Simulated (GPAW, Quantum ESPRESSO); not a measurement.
The Zn K edge of atom 1 in ZnCu (Pm-3m), with 8 Cu at 2.55 Å and 6 Zn at 2.94 Å (cube and octahedron, as in bcc, site symmetry m-3m), was computed in 2 ways: excited-electron core hole (neutral cell) and no core hole. Program and functional: Quantum ESPRESSO XSpectra, PBE, Lorentzian half width 0.83 eV; cells of 2 and 16 atoms (the run without a hole in the smaller).

Each run is counted from its own lowest empty level or Fermi level and scaled to a mean of 1 over its first 20 eV.

| E (eV) | run 1 | run 2 |
| --- | --- | --- |
| -2.0 | 0.07 | 0.09 |
| -1.5 | 0.09 | 0.11 |
| -1.0 | 0.11 | 0.14 |
| -0.5 | 0.14 | 0.19 |
| 0.0 | 0.21 | 0.28 |
| 0.5 | 0.28 | 0.38 |
| 1.0 | 0.35 | 0.47 |
| 1.5 | 0.40 | 0.50 |
| 2.0 | 0.41 | 0.52 |
| 2.5 | 0.44 | 0.56 |
| 3.0 | 0.49 | 0.63 |
| 3.5 | 0.55 | 0.75 |
| 4.0 | 0.63 | 0.86 |
| 4.5 | 0.70 | 0.94 |
| 5.0 | 0.77 | 1.03 |
| 5.5 | 0.86 | 1.09 |
| 6.0 | 0.92 | 1.12 |
| 6.5 | 0.96 | 1.15 |
| 7.0 | 1.01 | 1.17 |
| 7.5 | 1.05 | 1.18 |
| 8.0 | 1.09 | 1.17 |
| 8.5 | 1.11 | 1.17 |
| 9.0 | 1.13 | 1.13 |
| 9.5 | 1.12 | 1.05 |
| 10.0 | 1.08 | 1.01 |
| 10.5 | 1.07 | 1.05 |
| 11.0 | 1.10 | 1.16 |
| 11.5 | 1.19 | 1.20 |
| 12.0 | 1.23 | 1.10 |
| 12.5 | 1.16 | 1.02 |
| 13.0 | 1.12 | 1.07 |
| 13.5 | 1.15 | 1.19 |
| 14.0 | 1.23 | 1.40 |
| 14.5 | 1.42 | 1.50 |
| 15.0 | 1.56 | 1.36 |
| 15.5 | 1.59 | 1.24 |
| 16.0 | 1.58 | 1.15 |
| 16.5 | 1.46 | 1.03 |
| 17.0 | 1.28 | 0.97 |
| 17.5 | 1.19 | 0.99 |
| 18.0 | 1.16 | 1.00 |
| 18.5 | 1.13 | 0.98 |
| 19.0 | 1.11 | 0.95 |
| 19.5 | 1.11 | 0.92 |
| 20.0 | 1.14 | 0.88 |
| 20.5 | 1.09 | 0.85 |
| 21.0 | 1.03 | 0.83 |
| 21.5 | 1.00 | 0.84 |
| 22.0 | 0.99 | 0.86 |
| 22.5 | 0.99 | 0.88 |
| 23.0 | 1.01 | 0.97 |
| 23.5 | 1.10 | 1.12 |
| 24.0 | 1.26 | 1.21 |
| 24.5 | 1.36 | 1.20 |
| 25.0 | 1.31 | 1.16 |
| 25.5 | 1.25 | 1.09 |
| 26.0 | 1.23 | 1.03 |
| 26.5 | 1.22 | 1.00 |
| 27.0 | 1.20 | 0.98 |
| 27.5 | 1.16 | 1.00 |
| 28.0 | 1.16 | 1.01 |
| 28.5 | 1.19 | 1.01 |
| 29.0 | 1.21 | 1.09 |
| 29.5 | 1.22 | 1.23 |
| 30.0 | 1.27 | 1.35 |
| 30.5 | 1.35 | 1.38 |
| 31.0 | 1.44 | 1.29 |
| 31.5 | 1.46 | 1.20 |
| 32.0 | 1.47 | 1.17 |

Which run is which?

Run 1: no core hole (area from −2 to 6 eV 3.5, main maxima 9.2 eV (1.13), 11.9 eV (1.23), 15.6 eV (1.59), 20.0 eV (1.14) and 24.4 eV (1.36)). Run 2: excited-electron core hole (neutral cell) (area from −2 to 6 eV 4.5, main maxima 7.5 eV (1.18), 11.4 eV (1.22), 14.4 eV (1.52) and 24.2 eV (1.22)). With each curve scaled to its own mean, the area from −2 to 6 eV with the hole is 4.5 against 3.5, and the centre of weight from −1 to 20 eV moves by -0.8 eV: the hole pulls the absorber's empty states down.

[Hosts, paths, dates, database ids (printed as entryN), source tags and the programs' standing remarks are cut or masked in the printed files.]

[Lists of maxima count a maximum above −3 eV only where it reaches 4 % of the highest in the window and stands out from its surroundings by 2 % of it (1.5 % where it reaches 55 %); shoulders and weaker maxima are passed over, and of the rest the first, up to two pre-edge ones and the few strongest are named.]
